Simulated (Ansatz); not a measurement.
## Localised basis functions on AlP(100) slab, H on both faces (108 atoms)

Wanted: errors and times of a linear-scaling basis for AlP(100) slab, H on both faces (108 atoms). A setting counts as converged where the r.m.s. difference of forces stays under 1 % of the r.m.s. force.

Program: Ansatz 0.2.0. Level of theory: Kohn-Sham DFT, PBE, PAW (set soft_2), plane waves. Results are calculated unless marked as measured.

### 1. Starting point

The cell holds 108 atoms: 36 Al, 36 P and 36 H. Its edges and angles: a = 11.589 Å, b = 11.589 Å, c = 21.292 Å, α = 90.0°, β = 90.0°, γ = 90.0°. It derives from AlP (zinc-blende). Zinc-blende AlP (a = 5.463 Å), (100) slab of 8 atomic planes, 3 x 3 surface cells, H on the broken bonds of both faces, 10 Å of vacuum; displaced by a Gaussian of 0.02 Å. Regions: slab, 72 atoms (36 Al and 36 P); hydrogen, 36 atoms (36 H). Vacuum lies along c.

Limits known from the start: Caps of real hydrogen don't mimic the fractional bonds of a polar compound, so surface states and strained caps may belong to the model. Beside vacuum, support functions can miss their usual error bounds without a warning. Only the Γ point is sampled, in a cell whose shortest periodic width is 12 Å.

### 2. Plane-wave single point

This run is the reference for what follows, at a cutoff of 420 eV.

The input, input.yaml:

```yaml
crystal:
  lattice:
    - [11.58877, 0.0, 0.0]
    - [0.0, 11.58877, 0.0]
    - [0.0, 0.0, 21.2923]
  atoms:
    - { symbol: Al, position: [0.26542, 0.16781, 0.33636] }
    - { symbol: P, position: [0.26796, 0.33433, 0.27551] }
    - { symbol: Al, position: [0.10083, 0.33669, 0.46585] }
    - { symbol: P, position: [0.10318, 0.16805, 0.40172] }
    - { symbol: Al, position: [0.26675, 0.16846, 0.59278] }
    - { symbol: P, position: [0.26358, 0.33514, 0.53014] }
    - { symbol: Al, position: [0.10008, 0.33338, 0.72302] }
    - { symbol: P, position: [0.09837, 0.16726, 0.65772] }
    - { symbol: Al, position: [0.26592, 0.49995, 0.33628] }
    - { symbol: P, position: [0.26851, 0.67006, 0.2734] }
    - { symbol: Al, position: [0.10175, 0.6673, 0.46751] }
    - { symbol: P, position: [0.10453, 0.50431, 0.40191] }
    - { symbol: Al, position: [0.26701, 0.5019, 0.59383] }
    - { symbol: P, position: [0.26378, 0.66698, 0.52893] }
    - { symbol: Al, position: [0.10155, 0.66681, 0.72064] }
    - { symbol: P, position: [0.10161, 0.50262, 0.6591] }
    - { symbol: Al, position: [0.26747, 0.83225, 0.33723] }
    - { symbol: P, position: [0.26664, 0.99845, 0.27166] }
    - { symbol: Al, position: [0.10172, 0.99887, 0.46658] }
    - { symbol: P, position: [0.10191, 0.83579, 0.40148] }
    - { symbol: Al, position: [0.26679, 0.8337, 0.59411] }
    - { symbol: P, position: [0.26701, 0.00125, 0.53108] }
    - { symbol: Al, position: [0.10104, 0.00022, 0.72389] }
    - { symbol: P, position: [0.09711, 0.8361, 0.65698] }
    - { symbol: Al, position: [0.60069, 0.16842, 0.33653] }
    - { symbol: P, position: [0.60287, 0.33256, 0.27361] }
    - { symbol: Al, position: [0.43364, 0.33537, 0.46539] }
    - { symbol: P, position: [0.43356, 0.16357, 0.40232] }
    - { symbol: Al, position: [0.59842, 0.16672, 0.59355] }
    - { symbol: P, position: [0.59671, 0.33581, 0.5298] }
    - { symbol: Al, position: [0.43331, 0.33072, 0.72196] }
    - { symbol: P, position: [0.43224, 0.16662, 0.65751] }
    - { symbol: Al, position: [0.59839, 0.50252, 0.33711] }
    - { symbol: P, position: [0.59418, 0.66201, 0.27383] }
    - { symbol: Al, position: [0.4341, 0.66881, 0.46578] }
    - { symbol: P, position: [0.43168, 0.50008, 0.40092] }
    - { symbol: Al, position: [0.59977, 0.4991, 0.59542] }
    - { symbol: P, position: [0.60081, 0.66633, 0.53033] }
    - { symbol: Al, position: [0.43372, 0.66575, 0.7237] }
    - { symbol: P, position: [0.43607, 0.50218, 0.65729] }
    - { symbol: Al, position: [0.60106, 0.83477, 0.33714] }
    - { symbol: P, position: [0.59777, 0.99599, 0.27403] }
    - { symbol: Al, position: [0.43398, 0.00015, 0.46536] }
    - { symbol: P, position: [0.43347, 0.82926, 0.4005] }
    - { symbol: Al, position: [0.59934, 0.83175, 0.59477] }
    - { symbol: P, position: [0.59932, 0.00153, 0.5308] }
    - { symbol: Al, position: [0.43691, 0.99821, 0.72281] }
    - { symbol: P, position: [0.4315, 0.83528, 0.65866] }
    - { symbol: Al, position: [0.93549, 0.16699, 0.33846] }
    - { symbol: P, position: [0.9354, 0.33387, 0.27417] }
    - { symbol: Al, position: [0.7658, 0.33043, 0.46562] }
    - { symbol: P, position: [0.76874, 0.16655, 0.40163] }
    - { symbol: Al, position: [0.93153, 0.16763, 0.59483] }
    - { symbol: P, position: [0.933, 0.3344, 0.53197] }
    - { symbol: Al, position: [0.76567, 0.33271, 0.72093] }
    - { symbol: P, position: [0.7648, 0.16514, 0.65821] }
    - { symbol: Al, position: [0.93481, 0.50247, 0.33684] }
    - { symbol: P, position: [0.93252, 0.66544, 0.27311] }
    - { symbol: Al, position: [0.76702, 0.66613, 0.46539] }
    - { symbol: P, position: [0.76481, 0.49882, 0.40238] }
    - { symbol: Al, position: [0.93125, 0.50404, 0.59495] }
    - { symbol: P, position: [0.93387, 0.66812, 0.53127] }
    - { symbol: Al, position: [0.76789, 0.66586, 0.72153] }
    - { symbol: P, position: [0.76882, 0.49815, 0.65634] }
    - { symbol: Al, position: [0.93391, 0.83355, 0.33934] }
    - { symbol: P, position: [0.93141, 0.00091, 0.27168] }
    - { symbol: Al, position: [0.76945, 0.99843, 0.46568] }
    - { symbol: P, position: [0.76582, 0.83124, 0.40152] }
    - { symbol: Al, position: [0.93341, 0.83353, 0.59221] }
    - { symbol: P, position: [0.93344, 0.00029, 0.52938] }
    - { symbol: Al, position: [0.76854, 0.99874, 0.72258] }
    - { symbol: P, position: [0.76738, 0.83391, 0.65844] }
    - { symbol: H, position: [0.36522, 0.33438, 0.23536] }
    - { symbol: H, position: [0.16571, 0.33195, 0.23563] }
    - { symbol: H, position: [0.98874, 0.33396, 0.76444] }
    - { symbol: H, position: [0.21126, 0.33495, 0.76519] }
    - { symbol: H, position: [0.16687, 0.6667, 0.23408] }
    - { symbol: H, position: [0.36596, 0.66717, 0.23532] }
    [... 24 atom lines left out ...]
    - { symbol: H, position: [0.65652, 0.66582, 0.76398] }
    - { symbol: H, position: [0.88022, 0.66092, 0.76469] }
    - { symbol: H, position: [0.83648, 0.00028, 0.23455] }
    - { symbol: H, position: [0.03537, 0.0004, 0.23559] }
    - { symbol: H, position: [0.87609, 0.00132, 0.76465] }
    - { symbol: H, position: [0.65542, 0.00024, 0.76358] }
kpoints:
  mp_grid: { grid: [1, 1, 1] }
hamiltonian:
  xc: pbe
scf:
  occupations: { method: fermi_dirac, width: 0.025 }
output:
  forces: true
  populations: true
  dos:
    method: { smearing: { sigma: 0.15 } }
    de: 0.1
    projected:
      site_lists:
        Al: [Al]
        H: [H]
        P: [P]
        slab: [0, 1, 2, 3, 4, 5, 6, 7, 8, 9, 10, 11, 12, 13, 14, 15, 16, 17, 18, 19, 20, 21, 22, 23, 24, 25, 26, 27, 28, 29, 30, 31, 32, 33, 34, 35, 36, 37, 38, 39, 40, 41, 42, 43, 44, 45, 46, 47, 48, 49, 50, 51, 52, 53, 54, 55, 56, 57, 58, 59, 60, 61, 62, 63, 64, 65, 66, 67, 68, 69, 70, 71]
        hydrogen: [72, 73, 74, 75, 76, 77, 78, 79, 80, 81, 82, 83, 84, 85, 86, 87, 88, 89, 90, 91, 92, 93, 94, 95, 96, 97, 98, 99, 100, 101, 102, 103, 104, 105, 106, 107]
  eigenvalues: true
  write_density: true
  write_potential: true
  volumetric_format: npy
```

Run with:

```sh
ansatz run input.yaml --threads 4 --pin off --max-ram 8192MiB --backend cpu --events-out ev --progress --plain --runs-dir out
```

Numbers of over 12 decimals in the logs are rounded to 6 here.

Output:

```text
Engine: ansatz 0.2.0, aarch64-unknown-linux-gnu
Pseudopotentials: kind: paw
Pseudopotential: Al, paw, valence charge 3, recommended cutoff 420 eV (normal), Al.paw.azcp
Pseudopotential: P, paw, valence charge 5, recommended cutoff 420 eV (normal), P.paw.azcp
Pseudopotential: H, paw, valence charge 1, recommended cutoff 420 eV (normal), H.paw.azcp
[... 5 lines on functional and potentials left out ...]
Crystal: 108 atoms, lattice volume = 2859.547 Å³
Basis set: ecut = 420 eV, 55887 PW (Γ), exchange–correlation on 160×160×288 points (8 copies of the dense FFT grid, shifted against one another)
Bands: 270, of which v1, the nominal top of the filled ones, is band 162 counted from 1 (161 counted from 0)
Symmetry: 1 space group operations
Space group: P1 (ITA 1), of the structure as read, at distance tolerance 1.4e-4 Å
k-points: 1
[... 7 lines on functional and potentials left out ...]
Initial density: superposition of atomic densities (neutral atoms: chi_scale 0, normalization atom), corrected by the library's trained network
Initial wavefunctions: pseudopotential atomic-orbital guess
Functional: x = pbe(κ = 0.804, μ = 0.219515), c = pbe(β = 0.066725)
SCF iter   1: F=—  HF=-47141.498220 eV  |F-HF|=—  |Δ(HF+E_count)|=         —  Δρ=8.51e-3  dr2=4.18e1  ethr=1.77e-3  ⟨swp⟩=8.0  Hψ=1529  notcnv=0  defer=72
preconditioner: auto → Resta (q_TF=auto, 1.898 Å⁻¹)  ε∞=3.0  [insulator: Δε(μ)=0.267 eV  Ē_g=8.895 eV  σ=0.025 eV  W_gap=0.99  n_scr=320 (ndim 8)  ℏωp=12.5 eV  f_vac=0.360  D(μ)=0.78/eV (n_scr^D=0)  ε∞_Penn≈3.0  vacuum switching on, ρ_ref=5.7e-3 e/Å³]
SCF iter   2: F=—  HF=-47156.031463 eV  |F-HF|=—  |Δ(HF+E_count)|=    1.45e1  Δρ=3.18e-2  dr2=7.21e2  ethr=1.77e-3  ⟨swp⟩=3.0  Hψ=375  notcnv=0  defer=101  recentre
preconditioner: auto → LDOS  [metal: Δε(μ)=0.052 eV  Ē_g=8.741 eV  σ=0.025 eV  W_gap=0.47  n_scr=320 (ndim 8)  ℏωp=12.5 eV  f_vac=0.362  D(μ)=58.41/eV (n_scr^D=336)  β→1.0]
SCF iter   3: F=—  HF=-47140.073863 eV  |F-HF|=—  |Δ(HF+E_count)|=    1.60e1  Δρ=5.13e-3  dr2=8.53e0  ethr=1.77e-3  ⟨swp⟩=2.0  Hψ=374  notcnv=0  defer=83
SCF iter   4: F=—  HF=-47139.555378 eV  |F-HF|=—  |Δ(HF+E_count)|=   5.18e-1  Δρ=3.24e-3  dr2=5.03e0  ethr=1.77e-3  ⟨swp⟩=1.0  Hψ=311  notcnv=0  defer=88
SCF iter   5: F=—  HF=-47139.405262 eV  |F-HF|=—  |Δ(HF+E_count)|=   1.50e-1  Δρ=2.20e-3  dr2=5.94e-1  ethr=1.55e-3  ⟨swp⟩=1.0  Hψ=182  notcnv=0  defer=88
SCF iter   6: F=—  HF=-47139.397885 eV  |F-HF|=—  |Δ(HF+E_count)|=   7.38e-3  Δρ=1.15e-3  dr2=5.00e-1  ethr=1.83e-4  ⟨swp⟩=3.0  Hψ=202  notcnv=0  defer=88
SCF iter   7: F=—  HF=-47139.419824 eV  |F-HF|=—  |Δ(HF+E_count)|=   2.19e-2  Δρ=3.35e-3  dr2=3.69e0  ethr=1.54e-4  ⟨swp⟩=1.0  Hψ=182  notcnv=0  defer=88  recentre
SCF iter   8: F=—  HF=-47139.403364 eV  |F-HF|=—  |Δ(HF+E_count)|=   1.65e-2  Δρ=1.72e-3  dr2=1.41e0  ethr=1.54e-4  ⟨swp⟩=4.0  Hψ=335  notcnv=0  defer=80
SCF iter   9: F=—  HF=-47139.385048 eV  |F-HF|=—  |Δ(HF+E_count)|=   1.83e-2  Δρ=3.23e-4  dr2=1.27e-2  ethr=1.54e-4  ⟨swp⟩=1.0  Hψ=190  notcnv=0  defer=80
SCF iter  10: F=—  HF=-47139.385033 eV  |F-HF|=—  |Δ(HF+E_count)|=   1.50e-5  Δρ=1.99e-4  dr2=8.23e-3  ethr=3.93e-6  ⟨swp⟩=1.0  Hψ=190  notcnv=0  defer=80
[...]
SCF iter  18: F=—  HF=-47139.385457 eV  |F-HF|=—  |Δ(HF+E_count)|=   1.51e-7  Δρ=1.71e-5  dr2=1.72e-5  ethr=7.84e-9  ⟨swp⟩=3.0  Hψ=319  notcnv=0  defer=80
SCF iter  19: F=—  HF=-47139.385455 eV  |F-HF|=—  |Δ(HF+E_count)|=   1.85e-6  Δρ=1.25e-5  dr2=9.57e-6  ethr=5.31e-9  ⟨swp⟩=3.0  Hψ=319  notcnv=0  defer=80
SCF iter  20: F=—  HF=-47139.385454 eV  |F-HF|=—  |Δ(HF+E_count)|=   6.69e-7  Δρ=9.89e-6  dr2=4.84e-6  ethr=2.95e-9  ⟨swp⟩=1.0  Hψ=190  notcnv=0  defer=80
SCF iter  21: F=—  HF=-47139.385454 eV  |F-HF|=—  |Δ(HF+E_count)|=   4.91e-8  Δρ=8.14e-6  dr2=3.19e-6  ethr=1.49e-9  ⟨swp⟩=2.0  Hψ=191  notcnv=0  defer=80
SCF iter  22: F=—  HF=-47139.385454 eV  |F-HF|=—  |Δ(HF+E_count)|=   2.00e-7  Δρ=7.11e-6  dr2=2.24e-6  ethr=9.85e-10  ⟨swp⟩=3.0  Hψ=316  notcnv=0  defer=80
SCF iter  23: F=—  HF=-47139.385455 eV  |F-HF|=—  |Δ(HF+E_count)|=   6.81e-7  Δρ=5.30e-6  dr2=1.22e-6  ethr=6.93e-10  ⟨swp⟩=2.0  Hψ=253  notcnv=0  defer=80
SCF iter  24: F=—  HF=-47139.385455 eV  |F-HF|=—  |Δ(HF+E_count)|=   3.22e-7  Δρ=3.82e-6  dr2=5.80e-7  ethr=3.75e-10  ⟨swp⟩=2.0  Hψ=257  notcnv=0  defer=80
SCF iter  25: F=—  HF=-47139.385456 eV  |F-HF|=—  |Δ(HF+E_count)|=   5.23e-7  Δρ=1.71e-6  dr2=1.99e-7  ethr=1.79e-10  ⟨swp⟩=2.0  Hψ=307  notcnv=0  defer=80
SCF iter  26: F=—  HF=-47139.385456 eV  |F-HF|=—  |Δ(HF+E_count)|=   3.80e-8  Δρ=1.20e-6  dr2=1.14e-7  ethr=3.09e-11  ⟨swp⟩=26.0  Hψ=3045  notcnv=0
SCF iter  27: F=-47139.385456 eV  HF=-47139.385456 eV  |F-HF|=2.54e-8  |Δ(HF+E_count)|=   6.83e-9  Δρ=8.38e-7  dr2=4.96e-8  ethr=3.09e-11  ⟨swp⟩=10.0  Hψ=1612  notcnv=0
SCF 1 converged in 27 iterations: F = -47139.385456 eV  dr2 = 4.96e-8
  greatest PAW one-centre occupation: 0.781 electrons in one spin orbital (limit 2), on the P atom at site 57 (counted from 0), in its partial waves of l = 0
WARN: The output density's exchange-correlation potential varies sharply where the density is thin. Do not read a vacuum level from v_tot or v_xc, or from such a field of the output density. On a cell that repeats whose density bears no net charge and no dipole along the vacuum's axis use v_es (v_loc + v_h of the components); [...]
SCF converged after 27 iterations
Free energy (F): -47139.385456 eV
Harris-Foulkes:  -47139.385456 eV  (|F-HF|=2.54e-8)
Internal energy: -47139.210608 eV  (E = F + TS)
E sigma→0 (E₀):  -47139.298032 eV
Entropy (-TS):   -0.174848 eV (-1.619 meV/atom)
Fermi energy:    2.393739 eV
--- Per-component energies (eV) ---
  E_band       = -1347.240498
  E_kinetic    = 3892.646204
  E_local      = -49277.622841  (includes V_loc(G=0)·N_el)
  E_nonlocal   = 1669.620663
  E_hartree    = 23229.173009
  E_xc         = -3976.292109
  E_vxc        = -3654.547718  (∫ρ·V_xc dr)
  E_paw        = -37351.363613  (= ΣΔE_a)
  E_vpaw       = -435.646434  (= ΣTr[D̂ρ^β])
  E_aug_tail   = -0.043765  (compensation charges beyond the density's cutoff)
  E_ewald      = 14674.671844
  E_smearing   = -0.174848  (= −TS)
  E_closure    = -0.000000  (closes the sum)
  Σ components = -47139.385456   (vs F -47139.385456, Δ=0.00e0)
--- Forces (eV/Å), atoms counted from 1 ---
  atom   1  Al     0.39409048    -0.38097110     0.63078242
  atom   2  P     -0.63201057    -0.10411192     0.18929826
  atom   3  Al    -0.37735488    -0.09925274     0.30821013
  atom   4  P     -0.22552309    -0.09544539    -0.41766908
  atom   5  Al    -0.24075318     0.02463354     0.57992103
  atom   6  P      0.48317251     0.04735987    -0.53869262
  atom   7  Al     0.09335920     0.04778442    -0.89316631
  atom   8  P      0.25875084    -0.04718057    -0.21047036
  atom   9  Al     0.28396131     0.40911890     0.58211686
  atom  10  P     -0.65551316    -0.44564134     0.84084541
  atom  11  Al    -0.48436767     0.24477728    -0.04901942
  atom  12  P     -0.60787923    -0.19031719    -0.73118247
  atom  13  Al     0.04735124    -0.06070295     0.37573902
  atom  14  P      0.72964282     0.18169106    -0.08795682
[...]
atom 107  H      0.44714399    -0.00401689     0.67561428
  atom 108  H     -0.04006856    -0.01631841     0.40077209
  max |Σ_I F_I| component: 1.84e-4 eV/Å
--- Band table (eV) ---
  k-point 0: bands = ["-12.4545", "-12.1245", "-12.0830", "-11.9050", [... 254 levels ...], "6.3374", "6.3489", "6.3885", "6.4164", "6.4321", "6.4607", "6.5000", "6.5127", "6.5273", "6.5382", "6.5442", "6.5586"]
--- Löwdin populations: 108 sites ---
  site symbol       q [e]
     0     Al      2.6699
     1      P      4.9253
     2     Al      2.6022
[...]
107      H      1.1236
  spilling = 0.010924 (of n_electrons = 324.000000)
```

The job ended after 40 s (4 threads of Arm Neoverse V2, shared host; peak memory 2.6 GiB; 2.6 min of CPU time).

The program notes that the exchange-correlation potential is rough where the density is thin.

Numbers from this run:

* free energy: -47139.3855 eV
* free energy per atom: -436.4758 eV/atom
* SCF cycles: 27
* r.m.s. force component: 0.4476 eV/Å
* longest force: 2.335 eV/Å
* Fermi energy: 2.394 eV
* levels partly filled by over 2 per cent: 7
* spilling of the projection: 0.01092

The r.m.s. force component of 0.45 eV/Å sets the scale for the differences below.

### 3. Support functions medium

The cell is solved in localised support functions.

This step: Kohn-Sham DFT, PBE, PAW (set soft_2), localised support functions (medium) (Ansatz 0.2.0).

input.yaml, the sections that differ from step 2:

```yaml
scf:
  occupations: { method: fermi_dirac, width: 0.025 }
  eigensolver: { kind: { support_functions: { accuracy: medium } } }
  mixing: { beta: 0.2 }
  max_iter: 150
output:
  forces: true
# crystal, kpoints, hamiltonian: as in step 2
```

Output:

```text
Warning: scf.eigensolver.kind.support_functions: disabling space-group detection — the functions' gradient is summed over unrotated k-points, so no spatial operation reduces the k-mesh or symmetrises the density; time reversal is kept, so that k and −k are solved as one point where they differ and the mesh holds both, and exact exchange and, on two spinor components, a DFT+U term hold to it where the run has them: [...]
settings of this run that can trade accuracy for cost: scf.eigensolver.kind.support_functions [...]
[...]
Crystal: 108 atoms, lattice volume = 2859.547 Å³
Basis set: ecut = 420 eV, 55887 PW (Γ), exchange–correlation on 160×160×288 points (8 copies of the dense FFT grid, shifted against one another)
Bands: 195, of which v1, the nominal top of the filled ones, is band 162 counted from 1 (161 counted from 0)
Symmetry: 1 space group operations
k-points: 1
[...]
SCF iter   1: F=—  HF=-47126.663451 eV  |F-HF|=—  |Δ(HF+E_count)|=         —  Δρ=4.19e-2  dr2=1.13e2  ethr=1.00e-1
[...]
SCF iter  41: F=—  HF=-47100.963624 eV  |F-HF|=—  |Δ(HF+E_count)|=    3.92e1  Δρ=1.04e-2  dr2=1.00e1  ethr=8.00e-5
[...]
iteration 41: the SCF's residuals had fallen too slowly under its mixing. It goes on by minimising its free energy, and can end on another state than longer mixing would; under `scf.algorithm: density_mixing` no SCF does so, but by `scf.convergence.dm_fallback`
SCF iter  42: F=—  HF=-47099.556518 eV  |F-HF|=—  |Δ(HF+E_count)|=    1.41e0  Δρ=6.13e-3  dr2=4.04e0  ethr=8.00e-5
SCF iter  43: F=—  HF=-47140.712666 eV  |F-HF|=—  |Δ(HF+E_count)|=    4.12e1  Δρ=1.34e-2  dr2=3.40e1  ethr=8.00e-5
[...]
SCF iter  62: F=—  HF=-47139.503274 eV  |F-HF|=—  |Δ(HF+E_count)|=   3.35e-4  Δρ=4.96e-6  dr2=5.64e-6  ethr=7.79e-11
SCF iter  63: F=-47139.503553 eV  HF=-47139.503553 eV  |F-HF|=2.41e-7  |Δ(HF+E_count)|=   2.79e-4  Δρ=1.04e-6  dr2=2.61e-7  ethr=7.79e-11
SCF 1 converged in 63 iterations: F = -47139.509718 eV  dr2 = 2.61e-7
[...]
SCF converged after 63 iterations
Free energy (F): -47139.509718 eV
[...]
Internal energy: -47139.334953 eV  (E = F + TS)
E sigma→0 (E₀):  -47139.422335 eV
Entropy (-TS):   -0.174765 eV (-1.618 meV/atom)
Fermi energy:    2.393392 eV
[...]
Σ components = -47139.509718   (vs F -47139.509718, Δ=0.00e0)
--- Forces (eV/Å), atoms counted from 1 ---
  atom   1  Al     0.39418059    -0.38093523     0.63063971
  atom   2  P     -0.63128603    -0.10431568     0.18472126
  atom   3  Al    -0.37720353    -0.09924193     0.30817163
  atom   4  P     -0.22545398    -0.09538283    -0.41747875
[...]
atom 108  H     -0.03841251    -0.01637363     0.39973303
  max |Σ_I F_I| component: 9.52e-3 eV/Å
--- Band table (eV) ---
[...]
guard bands above this table: 22 of the run's 195 bands (output.publish_guard_bands: true publishes all)
[...]
```

Elapsed: 6 min, on 4 threads; peak memory 3.4 GiB; 23 min of CPU time.

The program notes that the band table was not solved further than the SCF left it and it switched symmetry off.

Keys that differ from the reference: support_functions.accuracy = "medium", scf.max_iter = 150 and scf.mixing.beta = 0.2.

Forces differ from the reference by 1.3 meV/Å r.m.s., 0.30 % of their size, well within a tolerance of 1 %; the energy by -1.2 meV/atom. The two runs also began from different starting densities, which bears on cycles and time.

(Part 1 of 4 ends here.)

[Logs are printed without paths, hosts, clocks, repeated set-up lines and the standing remarks that a program may print on its own settings, such as how far it seeks lower states.]

[Hosts, paths, dates, database ids (printed as entryN), source tags and the programs' standing remarks are cut or masked in the printed files.]
